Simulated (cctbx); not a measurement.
## Lattice, Laue class and space group of a new crystal

Cell: a = 5.7460 Å, b = 5.7040 Å, c = 14.0960 Å, α = 90.00°, β = 101.27°, γ = 90.00°. Expected content of the cell: Te2 Ag4 Sr6 Cu4 S2 O10.

Simulated single-crystal data (cctbx): Ag Kα, λ = 0.56087 Å, to d = 0.77 Å, 50 % of the full sphere, strongest reflection 20000 counts, noise from counting, a 3 % proportional error and a noise floor of 2 counts (s.d.); no absorption.

A first pass over the reflections prints:

```text
2036 reflections to d = 0.770 A
centring   violations  <I/sigma> of those
    A        760 of  1018     10.3
    B        773 of  1013     10.4
    C        635 of  1031      5.6
    I        774 of  1044     10.3
    R       1025 of  1354     10.5
    F       1084 of  1531      8.8
Laue class    unique    Rint  (classes that these axes allow; Friedel mates merged)
P -1             1552   0.028
P 1 2/m 1        1025   0.031
space group    extra absences  I>4sigma  <I/sigma>
P 1 2 1                 0          0         -  acentric
P 1 21 1                7          0       0.2  acentric
P 1 m 1                 0          0         -  acentric
P 1 2/m 1               0          0         -  centric
P 1 21/m 1              7          0       0.2  centric
Wilson B = 0.67 A^2   <|E^2-1|> = 1.197 (0.968 centric, 0.736 acentric)   E^2>4: 5.8 %
shell (A)         n   <I/sigma>
13.83 - 1.54    143     16.9
 1.54 - 1.22    130     15.8
 1.22 - 1.07    125     13.4
 1.07 - 0.97    124     12.7
 0.97 - 0.90    119     13.7
 0.90 - 0.85    134     12.8
 0.85 - 0.81    115      9.2
 0.81 - 0.77    135     13.2
```

**Question.** What are the lattice type, the Laue class and the likely space group?

Every centring test has many violations, so the lattice is primitive.

Rint stays low (0.028 to 0.031) up to P 1 2/m 1, the highest class in these axes.

5 settings pass the absence test. The most absences obeyed, 7, belong to P 1 21 1 and P 1 21/m 1, which absences can't tell apart.

⟨|E²−1|⟩ = 1.197 is above even the centric ideal, a mark of pseudo-translation (a class of systematically weak reflections). The Wilson B of 0.67 Å² means U ≈ 0.0085 Å².

The true group is P2_1/m (no. 11), Laue class 2/m, centrosymmetric. The tables only narrow the choice to the tied entries; cell content, site symmetry and trial solutions must settle it.

The model was made for the exercise: a known structure type with other elements put in, its volume estimated, not relaxed; displacement parameters are assumed.

[Logs are printed without paths, hosts, clocks, repeated set-up lines and the standing remarks that a program may print on its own settings, such as how far it seeks lower states.]
